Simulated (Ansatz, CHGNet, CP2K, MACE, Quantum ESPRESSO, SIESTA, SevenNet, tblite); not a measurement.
**Na+ TFSI- in propylene carbonate and ethylene carbonate at 330 K (114 atoms): other programs against plane waves**

One geometry of Na+ TFSI- in propylene carbonate and ethylene carbonate at 330 K (114 atoms) is solved by several programs and methods. How far do their forces lie from a plane-wave PBE run?

Results are calculated, not measured.

### 1. The cell

The cell holds 114 atoms (2 N, 4 S, 29 O, 29 C, 12 F, 36 H and 2 Na), with edges of 11.22, 11.22 and 11.22 Å. Recipe: 4 propylene carbonate, 3 ethylene carbonate, 2 Na+, 2 TFSI- placed at random, at 1.5 g/cm³; overlaps pushed apart, then 10 ps at 550 K with Joung-Cheatham ions (J. Phys. Chem. B 112, 9020 (2008)); MMFF94 bonds, angles, torsions, charges and radii (Halgren, J. Comput. Chem. 17, 490 (1996)) in harmonic and 12-6 forms; charges of ions scaled by 0.8. Snapshot after 30 ps at 330 K and fixed volume. Then every atom was moved at random, 0.05 Å r.m.s. a Cartesian component (hydrogen 0.6 of that). The density is 1.50 g/cm³.

### 2. The reference input

Quantum ESPRESSO 7.5: Kohn-Sham DFT, PBE, SSSP efficiency 1.3.0 pseudopotentials, plane waves. Its input, pw.in:

```
&control
  calculation = 'scf'
  pseudo_dir = './pseudo'
  outdir = './tmp'
  disk_io = 'none'
  tprnfor = .true.
  tstress = .true.
/
&system
  ibrav = 0
  nat = 114
  ntyp = 7
  ecutwfc = 60
  ecutrho = 480
  nosym = .true.
  occupations = 'smearing'
  smearing = 'fd'
  degauss = 0.003675
/
&electrons
  conv_thr = 5.7e-07
  electron_maxstep = 100
  mixing_beta = 0.4
  mixing_mode = 'plain'
  diagonalization = 'david'
/
ATOMIC_SPECIES
N 14.007 N.upf
S 32.060 S.upf
O 15.999 O.upf
C 12.011 C.upf
F 18.998 F.upf
H 1.008 H.upf
Na 22.990 Na.upf
CELL_PARAMETERS angstrom
11.21847 0.00000 0.00000
0.00000 11.21847 0.00000
0.00000 0.00000 11.21847
ATOMIC_POSITIONS crystal
N 0.45818 0.52832 0.44128
S 0.55290 0.59488 0.34800
O 0.66140 0.59671 0.39742
O 0.50799 0.68966 0.28813
[... 108 atom lines left out ...]
Na 0.79243 0.75379 0.49499
Na 0.42241 0.17981 0.68145
K_POINTS gamma
```

```console
$ OMP_NUM_THREADS=1 mpirun -np 4 pw.x -in pw.in > output.txt
```

It took 2.8 min on 4 MPI ranks of Arm Neoverse V2, shared host; peak memory 3.8 GiB; 11 min of CPU time.

It converged with an r.m.s. force component of 3.1 eV/Å and a pressure of 6.3 GPa.

Its highest filled and lowest empty levels lie 3.77 eV apart on its k-points.

### 3. What was run beside it

- CHGNet: machine-learned potential, published weights.
- CP2K 2026.2: Gaussian basis with GTH pseudopotentials and a plane-wave density; labels give functional, basis (MOLOPT sets; SR short-range, UZH the newer set with its own potentials), grid cutoff/relative cutoff and solver (OT: orbital transformation; TRS4, TC2, SIGN: linear-scaling purification with its sparsity filter), or its built-in tight binding.
- MACE: machine-learned potential, published weights.
- SIESTA 5.4.2: numerical atomic orbitals, whose automatically made sets are far from complete, with PseudoDojo norm-conserving potentials that we converted to its format (checked against plane waves on the same files for H, C, O, Si, Ge and Ca alone); labels give functional, basis size, energy shift and mesh cutoff.
- SevenNet: machine-learned potential, published weights.
- tblite 0.8.0: extended tight binding, driven from Python.

All use the same cell and atoms, and the electronic-structure runs the same k-mesh.

### 4. Side by side

Differences are against the reference: forces as r.m.s. over components, share as that over the reference's r.m.s. force, slope as the fitted ratio of a run's forces to the reference's.

| run | Δ force, r.m.s. (meV/Å) | share (%) | slope | Δ pressure (GPa) | Δ gap (eV) | cores | CPU time | memory (GiB) |
| --- | --- | --- | --- | --- | --- | --- | --- | --- |
| reference | - | - | - | - | - | 4 | 11 min | 3.8 |
| CHGNet r2SCAN potential | 558 | 18.1 | 0.871 | -2.33 | - | 1 | 3.9 s | 1.7 |
| CP2K PBE+D3(BJ), DZVP-MOLOPT-SR, 800/50 Ry, diagonalisation | 161 | 5.22 | 1.030 | 0.0287 | 0.0072 | 4 | 5.7 min | 6.4 |
| CP2K PBE, DZVP-MOLOPT-SR, 400/50 Ry, diagonalisation (coarse) | 211 | 6.83 | 1.026 | 0.695 | 0.0053 | 2 | 3.4 min | 1.9 |
| CP2K PBE, DZVP-MOLOPT-SR, 800/50 Ry, diagonalisation | 158 | 5.14 | 1.029 | 0.699 | 0.0072 | 4 | 5.7 min | 6.3 |
| CP2K PBE, SZV-MOLOPT-SR, 800/50 Ry, TRS4 filter 1e-03, SCF 1e-04 (coarse) | 4056 | 132 | 1.776 | 24.5 | - | 2 | 85 s | 2.6 |
| CP2K PBE, SZV-MOLOPT-SR, 800/50 Ry, diagonalisation (coarse) | 3988 | 129 | 1.776 | 24.0 | -1.47 | 2 | 4.2 min | 4.8 |
| MACE MP-0b2 small potential | 361 | 11.7 | 0.947 | -0.0702 | - | 1 | 6 s | 0.71 |
| SIESTA PBE, DZ, shift 0.01 Ry, mesh 500 Ry (coarse) | 2217 | 71.9 | 1.341 | 11.4 | -0.342 | 2 | 2.2 min | 1.4 |
| SIESTA PBE, DZP, shift 0.01 Ry, mesh 500 Ry | 421 | 13.7 | 1.072 | 0.725 | 0.108 | 2 | 4.5 min | 2.1 |
| SIESTA PBE, SZ, shift 0.01 Ry, mesh 500 Ry (coarse) | 4250 | 138 | 1.710 | 32.3 | -1.35 | 1 | 97 s | 0.95 |
| SIESTA PBE, SZ, shift 0.02 Ry, mesh 500 Ry (coarse) | 3958 | 128 | 1.689 | 29.3 | -1.50 | 1 | 89 s | 0.85 |
| SIESTA PBE, SZ, shift 0.02 Ry, mesh 500 Ry, orbital minimisation (coarse) | 3958 | 128 | 1.689 | 29.3 | - | 2 | 2.3 min | 1.1 |
| SevenNet l3i5 potential | 353 | 11.5 | 0.954 | -0.997 | - | 1 | 9.7 s | 1.9 |
| tblite GFN2-xTB | 648 | 21.0 | 0.864 | -5.07 | - | 1 | 7.5 s | 0.15 |

Rows marked coarse were listed beforehand as settings not expected to be converged; some can still land near the reference.

Times of the machine-learned potentials are mostly Python's start and the loading of weights.

Left out of this page: tblite IPEA1-xTB (killed or ended with an error).

Runs without a result: CP2K GFN1-xTB, diagonalisation (not converged); CP2K PBE, SZV-MOLOPT-SR, 800/50 Ry, TRS4 filter 1e-04, SCF 1e-05 (not converged); CP2K PBE, SZV-MOLOPT-SR, 800/50 Ry, TRS4 filter 1e-06, SCF 1e-06 (not converged); SIESTA PBE, SZ, shift 0.02 Ry, mesh 500 Ry, order-N, radius 3.5 Å, eta -2.98 eV (stopped at the start); SIESTA PBE, SZ, shift 0.02 Ry, mesh 500 Ry, order-N, radius 6.5 Å, eta -2.98 eV (stopped at the start).

CPU time is summed over cores on shared hosts, so it is rough.

### 5. Findings

Forces lie from 5.1 % (CP2K PBE, DZVP-MOLOPT-SR, 800/50 Ry, diagonalisation) to 138 % (SIESTA PBE, SZ, shift 0.01 Ry, mesh 500 Ry, coarse) of the reference's r.m.s. force of 3.1 eV/Å away from it. The PBE runs in local orbitals, coarse settings apart, differ by 5.1 % (CP2K PBE, DZVP-MOLOPT-SR, 800/50 Ry, diagonalisation) to 14 % (SIESTA PBE, DZP, shift 0.01 Ry, mesh 500 Ry); basis, grid and potentials can all enter. Tight binding differs by 21 % (tblite GFN2-xTB); it is another model, with fitted parameters of its own, and the xTB methods hold dispersion. Machine-learned potentials differ by 11 % (SevenNet l3i5 potential) to 18 % (CHGNet r2SCAN potential); they were trained on other programs' data, some at another functional.

Rows with another functional or a dispersion term differ by 5.2 % (CP2K PBE+D3(BJ), DZVP-MOLOPT-SR, 800/50 Ry, diagonalisation), which mixes the change of model with differences of basis and potentials. Runs with settings chosen to be coarse differ by 6.8 % (CP2K PBE, DZVP-MOLOPT-SR, 400/50 Ry, diagonalisation) to 138 % (SIESTA PBE, SZ, shift 0.01 Ry, mesh 500 Ry), their programs' other errors included. From CP2K PBE, DZVP-MOLOPT-SR, 400/50 Ry, diagonalisation to the finer CP2K PBE, DZVP-MOLOPT-SR, 800/50 Ry, diagonalisation the share falls from 6.8 to 5.1 %. Pressures at PBE, coarse settings apart, lie +0.70 to +0.72 GPa from the reference's. Gaps at PBE, coarse settings apart, lie +0.01 to +0.11 eV from the reference's. A pressure off by over 25 GPa (SIESTA PBE, SZ, shift 0.01 Ry, mesh 500 Ry, SIESTA PBE, SZ, shift 0.02 Ry, mesh 500 Ry and SIESTA PBE, SZ, shift 0.02 Ry, mesh 500 Ry, orbital minimisation) is no usable stress for this cell.

**Limits.** Periodic xTB results under one method name differ between programs and library versions. Forces of 3.1 eV/Å r.m.s. are well above thermal ones: they come largely from the bond lengths of the classical model and from the random displacements, and they dominate the comparison. The reference's pressure holds the uncorrected Pulay stress of its 60 Ry basis, so small pressure differences may be the reference's own error. Machine-learned potentials mimic data converged in k, so the reference's own k-point error enters their differences. The network of contacts between molecules at the start is that of the classical potential that made the cell, and needn't be the one that DFT or experiment would give. The reference's PBE has no dispersion term, which matters for the binding between molecules or layers. The electronic-structure runs sample only Γ, in a cell whose shortest periodic width is 11 Å. Where levels are smeared, the DFT runs use Fermi–Dirac occupations at 580 K (0.05 eV), and energies are free energies. The atoms were displaced at random, and shares hang on the size of the forces that this gives. The reference's cutoffs and mesh weren't converged further here.

[Logs are printed without paths, hosts, clocks, repeated set-up lines and the standing remarks that a program may print on its own settings, such as how far it seeks lower states.]

[Hosts, paths, dates, database ids (printed as entryN), source tags and the programs' standing remarks are cut or masked in the printed files.]

[Cells were taken only where this reference lay near another plane-wave run.]

[The MMFF94 radii named for the starting cell were scaled by 0.96; in molecules described by MMFF94, hydrogen bound to N, O or S took a small fixed 12-6 site in their place.]
